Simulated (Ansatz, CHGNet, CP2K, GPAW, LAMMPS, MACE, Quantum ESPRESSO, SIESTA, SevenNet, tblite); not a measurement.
**Quantum ESPRESSO on glassy 72SiO2-17Al2O3-6BaO-6ZnO (mol %) (116 atoms): settings against a plane-wave reference**

Aim: run glassy 72SiO2-17Al2O3-6BaO-6ZnO (mol %) (116 atoms) in Quantum ESPRESSO and see how near its forces come to a plane-wave reference, and at what cost.

Method: the method is named at each step, in Quantum ESPRESSO 7.5.

### 1. The structure

The cell holds 116 atoms: 26 Si, 12 Al, 2 Ba, 2 Zn and 74 O. Cell: a = 12.202 Å, b = 12.202 Å, c = 12.202 Å, α = 90.0°, β = 90.0°, γ = 90.0°. 116 atoms (26 Si, 12 Al, 2 Ba, 2 Zn, 74 O) placed at random at 2.42 g/cm³, melted at 4000 K for 10 ps at fixed volume with the Morse and Coulomb pair potential with partial charges (Pedone, Malavasi, Menziani, Cormack and Segre, J. Phys. Chem. B 110, 11780 (2006)). Quenched from 4000 K to 300 K at 50 K/ps and fixed volume, held 5 ps.

The yardstick, on the same geometry:

| Item | Value |
| --- | --- |
| method | Kohn-Sham DFT, PBE, PAW, plane waves (Ansatz 0.2.0); cutoff 420 eV, Γ point, fermi-dirac smearing of 0.05 eV; PAW set soft_2 |
| r.m.s. force component | 1.26 eV/Å |
| longest force | 5.087 eV/Å |
| pressure | 1.836 GPa |
| gap (highest filled to lowest empty level) | 2.493 eV |
| SCF cycles | 9 |
| time | 19 s on 8 threads of Arm Neoverse V1, shared host |
| CPU time | 2.4 min |

### 2. PBE, sssp-1.3.0-efficiency, 60/480 Ry

Method: Kohn-Sham DFT, PBE, SSSP efficiency 1.3.0 pseudopotentials, plane waves.

File pw.in:

```
&control
  calculation = 'scf'
  pseudo_dir = './pseudo'
  outdir = './tmp'
  disk_io = 'none'
  tprnfor = .true.
  tstress = .true.
/
&system
  ibrav = 0
  nat = 116
  ntyp = 5
  ecutwfc = 60
  ecutrho = 480
  nosym = .true.
  occupations = 'smearing'
  smearing = 'fd'
  degauss = 0.003675
/
&electrons
  conv_thr = 5.8e-07
  electron_maxstep = 100
  mixing_beta = 0.4
  mixing_mode = 'plain'
  diagonalization = 'david'
/
ATOMIC_SPECIES
Si 28.085 Si.upf
Al 26.982 Al.upf
Ba 137.327 Ba.upf
Zn 65.380 Zn.upf
O 15.999 O.upf
CELL_PARAMETERS angstrom
12.20210 0.00000 0.00000
0.00000 12.20210 0.00000
0.00000 0.00000 12.20210
ATOMIC_POSITIONS crystal
Si 0.16275 0.64343 0.56627
Si 0.73998 0.48695 0.83144
Si 0.80655 0.94506 0.92861
Si 0.22176 0.30168 0.77630
Si 0.42799 0.61335 0.59235
Si 0.47356 0.71660 0.01621
Si 0.57113 0.04998 0.56233
Si 0.56065 0.82416 0.68025
Si 0.70768 0.26951 0.16043
Si 0.09532 0.08463 0.23232
Si 0.19762 0.07691 0.46561
Si 0.48984 0.43162 0.77767
Si 0.10094 0.33512 0.29454
Si 0.18913 0.89285 0.64103
Si 0.08806 0.73268 0.98190
Si 0.68738 0.73069 0.85492
Si 0.74979 0.18150 0.92596
Si 0.98494 0.52911 0.40953
Si 0.44140 0.27170 0.14390
Si 0.49842 0.92680 0.13256
Si 0.92444 0.67381 0.18596
Si 0.87652 0.93300 0.18352
Si 0.36419 0.47693 0.99444
Si 0.17336 0.56610 0.80900
Si 0.82676 0.41136 0.58318
Si 0.11691 0.39628 0.04742
Al 0.18114 0.12695 0.97965
Al 0.57714 0.18727 0.75718
Al 0.38145 0.23304 0.58510
Al 0.01204 0.20868 0.88844
Al 0.02850 0.95246 0.83921
Al 0.29393 0.89851 0.01913
Al 0.33794 0.27764 0.38204
Al 0.56780 0.98547 0.88846
Al 0.84880 0.46572 0.06317
Al 0.66358 0.04947 0.30521
Al 0.38673 0.12247 0.93169
Al 0.34682 0.76588 0.80719
Ba 0.87366 0.14858 0.43278
Ba 0.66058 0.49961 0.30362
Zn 0.54792 0.41268 0.53412
Zn 0.01318 0.21247 0.63456
O 0.41310 0.18306 0.05413
O 0.98856 0.00036 0.21626
O 0.09707 0.94561 0.71821
O 0.73693 0.20282 0.05322
O 0.88950 0.50524 0.49980
O 0.28541 0.02536 0.95604
O 0.88766 0.80174 0.20855
O 0.09673 0.63694 0.89905
O 0.78008 0.37368 0.15838
O 0.80386 0.46121 0.70946
O 0.88736 0.96711 0.83436
O 0.87226 0.19799 0.89178
O 0.28984 0.85768 0.72501
O 0.52486 0.96775 0.01286
[... 56 atom lines left out ...]
O 0.64586 0.09173 0.67438
O 0.62558 0.07056 0.44190
O 0.75365 0.61958 0.84575
O 0.17144 0.10299 0.12812
K_POINTS gamma
```

The run is started by

```
> OMP_NUM_THREADS=1 mpirun -np 4 pw.x -in pw.in > output.txt
```

The log of the run:

```text
Program PWSCF
     gamma-point specific algorithms are used
     one sub-group per band group will be used
     scalapack distributed-memory algorithm (size of sub-group:  2*  2 procs)
     Parallelization info
     sticks:   dense  smooth     PW     G-vecs:    dense   smooth      PW
     Min        5075    2533    635               544248   192405   24042
     Max        5078    2538    638               544255   192408   24048
     Sum       20305   10145   2545              2177001   769625   96177
     bravais-lattice index     =            0
     lattice parameter (alat)  =      23.0586  a.u.
     unit-cell volume          =   12260.2786 (a.u.)^3
     number of atoms/cell      =          116
     number of atomic types    =            5
     number of electrons       =       644.00
     number of Kohn-Sham states=          386
     kinetic-energy cutoff     =      60.0000  Ry
     charge density cutoff     =     480.0000  Ry
     scf convergence threshold =      5.8E-07
     mixing beta               =       0.4000
     number of iterations used =            8  plain     mixing
     Exchange-correlation= SLA  PW   PBX  PBC
                           (   1   4   3   4   0   0   0)
     crystal axes: (cart. coord. in units of alat)
               a(1) = (   1.000000   0.000000   0.000000 )
               a(2) = (   0.000000   1.000000   0.000000 )
               a(3) = (   0.000000   0.000000   1.000000 )
     reciprocal axes: (cart. coord. in units 2 pi/alat)
               b(1) = (  1.000000  0.000000  0.000000 )
               b(2) = (  0.000000  1.000000  0.000000 )
               b(3) = (  0.000000  0.000000  1.000000 )
     PseudoPot. # 1 for Si:
     Pseudo is Ultrasoft + core correction, Zval =  4.0
     PseudoPot. # 2 for Al:
     Pseudo is Projector augmented-wave + core cor, Zval =  3.0
     PseudoPot. # 3 for Ba:
     Pseudo is Projector augmented-wave + core cor, Zval = 10.0
     PseudoPot. # 4 for Zn:
     Pseudo is Ultrasoft, Zval = 20.0
     PseudoPot. # 5 for O :
     Pseudo is Projector augmented-wave + core cor, Zval =  6.0
     atomic species   valence    mass     pseudopotential
     Si                4.00    28.08500     Si( 1.00)
     Al                3.00    26.98200     Al( 1.00)
     Ba               10.00   137.32700     Ba( 1.00)
     Zn               20.00    65.38000     Zn( 1.00)
     O                 6.00    15.99900     O ( 1.00)
     No symmetry found
   Cartesian axes
     number of k points=     1  Fermi-Dirac smearing, width (Ry)=  0.0037
                       cart. coord. in units 2pi/alat
        k(    1) = (   0.0000000   0.0000000   0.0000000), wk =   2.0000000
     Dense  grid:  1088501 G-vectors     FFT dimensions: ( 162, 162, 162)
     Smooth grid:   384813 G-vectors     FFT dimensions: ( 120, 120, 120)
     Initial potential from superposition of free atoms
     starting charge     643.9236, renormalised to     644.0000
     Starting wfcs are  484 randomized atomic wfcs
     Self-consistent Calculation
     iteration #  1     ecut=    60.00 Ry     beta= 0.40
     negative rho (up, down):  4.761E-03 0.000E+00
     total energy              =   -5653.67427877 Ry
     estimated scf accuracy    <      32.82656064 Ry
     iteration #  2     ecut=    60.00 Ry     beta= 0.40
     negative rho (up, down):  4.258E-02 0.000E+00
     total energy              =   -5661.29882738 Ry
     estimated scf accuracy    <       1.23119159 Ry
     iteration #  3     ecut=    60.00 Ry     beta= 0.40
     negative rho (up, down):  6.510E-02 0.000E+00
     total energy              =   -5661.34136465 Ry
     estimated scf accuracy    <       0.52173257 Ry
     iteration #  4     ecut=    60.00 Ry     beta= 0.40
     negative rho (up, down):  4.965E-02 0.000E+00
     total energy              =   -5661.41471244 Ry
     estimated scf accuracy    <       0.09677774 Ry
     iteration #  5     ecut=    60.00 Ry     beta= 0.40
     negative rho (up, down):  5.912E-02 0.000E+00
     total energy              =   -5661.42403975 Ry
     estimated scf accuracy    <       0.06925990 Ry
     iteration #  6     ecut=    60.00 Ry     beta= 0.40
     negative rho (up, down):  2.428E-03 0.000E+00
     total energy              =   -5661.41317906 Ry
     estimated scf accuracy    <       0.08705746 Ry
[...]
total energy              =   -5661.41448965 Ry
[...]
iteration # 14     ecut=    60.00 Ry     beta= 0.40
     total energy              =   -5661.41449460 Ry
     estimated scf accuracy    <       0.00000358 Ry
     iteration # 15     ecut=    60.00 Ry     beta= 0.40
     total energy              =   -5661.41449507 Ry
     estimated scf accuracy    <       0.00000085 Ry
     iteration # 16     ecut=    60.00 Ry     beta= 0.40
     End of self-consistent calculation
          k = 0.0000 0.0000 0.0000 ( 48089 PWs)   bands (ev):
  -122.2568-122.2528 -76.5910 -76.5827 -76.4026 -76.3871 -76.3588 -76.3439
   -25.9213 -24.7202 -18.0092 -17.8812 -17.7723 -17.5335 -17.4121 -17.3317
   -17.3026 -17.1833 -17.1432 -17.0920 -17.0528 -17.0198 -16.9328 -16.8060
   -16.7748 -16.7269 -16.6735 -16.6543 -16.6027 -16.5616 -16.5368 -16.4525
   -16.3523 -16.3153 -16.2900 -16.2411 -16.2215 -16.1813 -16.1198 -16.0767
   -16.0448 -16.0130 -15.9810 -15.9465 -15.9318 -15.9174 -15.8877 -15.8473
   -15.7834 -15.7594 -15.7185 -15.6844 -15.6716 -15.6268 -15.6137 -15.5734
[...]
9.7127   9.7475   9.7877   9.8361   9.9675   9.9764  10.0101  10.0508
    10.1325  10.1509  10.1594  10.1983  10.2634  10.3114  10.3570  10.3852
    10.4133  10.4767  10.5213  10.5611  10.5905  10.6278  10.6672  10.7039
    10.7331  10.8034
     the Fermi energy is     4.1029 ev
!    total energy              =   -5661.41449515 Ry
     estimated scf accuracy    <       0.00000015 Ry
     smearing contrib. (-TS)   =      -0.00000000 Ry
     internal energy E=F+TS    =   -5661.41449515 Ry
     The total energy is F=E-TS. E is the sum of the following terms:
     one-electron contribution =   -3731.39817611 Ry
     hartree contribution      =    2175.76366651 Ry
     xc contribution           =    -880.97242608 Ry
     ewald contribution        =   -1355.91018384 Ry
     one-center paw contrib.   =   -1868.89737562 Ry
     convergence has been achieved in  16 iterations
     Forces acting on atoms (cartesian axes, Ry/au):
     atom    1 type  1   force =     0.06433904   -0.01589725    0.11265349
     atom    2 type  1   force =     0.04436910    0.05550936   -0.13842775
     atom    3 type  1   force =    -0.00560427    0.02841934    0.05858686
     atom    4 type  1   force =    -0.12642128   -0.00814168    0.05730785
     atom    5 type  1   force =    -0.08033519    0.04290823    0.09129209
     atom    6 type  1   force =    -0.03619339   -0.02863458   -0.18157896
[...]
atom  114 type  5   force =     0.01561544   -0.00558067    0.01527539
     atom  115 type  5   force =     0.03326706    0.02579435    0.00785159
     atom  116 type  5   force =    -0.00326745   -0.01790410   -0.04362875
     Total force =     0.934612     Total SCF correction =     0.000428
     Computing stress (Cartesian axis) and pressure
          total   stress  (Ry/bohr**3)                   (kbar)     P=       21.34
   0.00022388  -0.00012337   0.00003852           32.93      -18.15        5.67
  -0.00012337   0.00001524   0.00000239          -18.15        2.24        0.35
   0.00003852   0.00000239   0.00019602            5.67        0.35       28.84
     Message from routine punch:
     Nothing written, as per user request (disk_io='none')
```

Elapsed: 9.9 min, on 4 MPI ranks of Arm Neoverse V1, shared host; peak memory 6.5 GiB; 40 min of CPU time.

Banners, paths, timers and routine set-up lines are dropped from the logs unmarked, and long logs keep their key lines alone; longer cuts are marked.

Against the reference:

```yaml
r_m_s_force_component: 1.288 eV/Å
r_m_s_difference_of_force_components: 37.7 meV/Å
longest_difference_of_force_vectors: 201.4 meV/Å
force_difference_over_r_m_s_force: 2.991 %
slope_of_forces_against_the_reference_s: 1.022
correlation_of_force_components: 0.9998
spacing_of_highest_filled_and_lowest_empty_level: 2.497 eV
gap_difference: 0.004 eV
pressure: 2.134 GPa
pressure_difference: 0.298 GPa
```

Length of the force difference by element (eV/Å):

| element | atoms | mean | most |
| --- | --- | --- | --- |
| Al | 12 | 0.081 | 0.16 |
| Ba | 2 | 0.040 | 0.044 |
| O | 74 | 0.052 | 0.20 |
| Si | 26 | 0.056 | 0.099 |
| Zn | 2 | 0.0093 | 0.011 |

Levels nearest the highest filled one (eV from it): -1.26, -1.25, -1.21, -1.16, -1.12, -1.09, -1.03, -1.02, -0.95, -0.89, -0.42, 0.00, 2.50, 2.89, 3.13, 3.27, 3.48, 3.63, 3.89, 4.04, 4.13, 4.30, 4.43, 4.59.

Local excerpt of 10 atoms (numbers count through the whole input) about O50, which bears the longest force; x, y, z are measured from there.

| atom | x | y | z | distance (Å) | bonds | Fx | Fy | Fz (eV/Å) |
| --- | --- | --- | --- | --- | --- | --- | --- | --- |
| O50 | 0.00 | 0.00 | 0.00 | 0.00 | 2 | 0.60 | -4.43 | -2.63 |
| Si15 | -0.11 | 1.17 | 1.01 | 1.55 | 4 | -2.07 | 3.80 | 1.48 |
| Si24 | 0.94 | -0.86 | -1.10 | 1.68 | 4 | -0.31 | 0.70 | -0.73 |
| O61 | 2.24 | 0.06 | -1.09 | 2.49 | 2 | 1.70 | -0.43 | 0.39 |
| O64 | -0.93 | 2.39 | 0.27 | 2.57 | 2 | -0.15 | -0.30 | -0.10 |
| O82 | -0.87 | 0.63 | 2.37 | 2.61 | 2 | -0.35 | -0.45 | 1.14 |
| O91 | 1.20 | 2.00 | 1.40 | 2.72 | 2 | 1.06 | -0.11 | 0.94 |
| O78 | 0.38 | -0.67 | -2.62 | 2.73 | 2 | -0.83 | 0.20 | -1.55 |
| O97 | 1.59 | -2.14 | 1.30 | 2.96 | 2 | 0.81 | 0.94 | -0.48 |
| O57 | 1.17 | -2.55 | -1.14 | 3.03 | 2 | -0.27 | 0.76 | 0.25 |

Forces lie 3.0 % from the reference's, at 17 times its CPU time (on 4 against 8 cores).

### 3. Outcome

| Item | Value |
| --- | --- |
| force difference from the reference | QE PBE, sssp-1.3.0-efficiency, 60/480 Ry, 3.0 % |
| its CPU time | 40 min |

**Reading.** PBE on plane waves or a grid with other potentials, cutoffs or grids differs from the reference by 3.0 % (QE PBE, sssp-1.3.0-efficiency, 60/480 Ry) of the r.m.s. force; this holds the reference's own error, so differences of a few per cent don't tell which side is nearer the exact PBE result (QE's 60 Ry are 816 eV, against the reference's 420 eV). PBE gaps agree with the reference's 2.49 eV within 0.005 eV. The potentials hold different valence shells: 628 electrons in the reference, 644 in Quantum ESPRESSO with SSSP; this bears on time and differences. The quench rate of 50 K/ps is many orders above laboratory rates, so the cell is likely richer in defects and strain than a real sample. The network of bonds at the start is that of the classical potential that made the cell, and needn't be the one that DFT or experiment would give. The reference's stress is far from hydrostatic: its diagonal is 3.0, 0.0, 2.5 GPa, compression counted positive. The electronic-structure runs sample only Γ, in a cell whose shortest periodic width is 12 Å. Spin–orbit coupling is left out, which matters for the levels of the heavy elements.

[Also dropped from logs without a mark: logging warnings of Python, and SIESTA's first energy breakdown and zero terms.]

[Logs are printed without paths, hosts, clocks, repeated set-up lines and the standing remarks that a program may print on its own settings, such as how far it seeks lower states.]

[Hosts, paths, dates, database ids (printed as entryN), source tags and the programs' standing remarks are cut or masked in the printed files.]
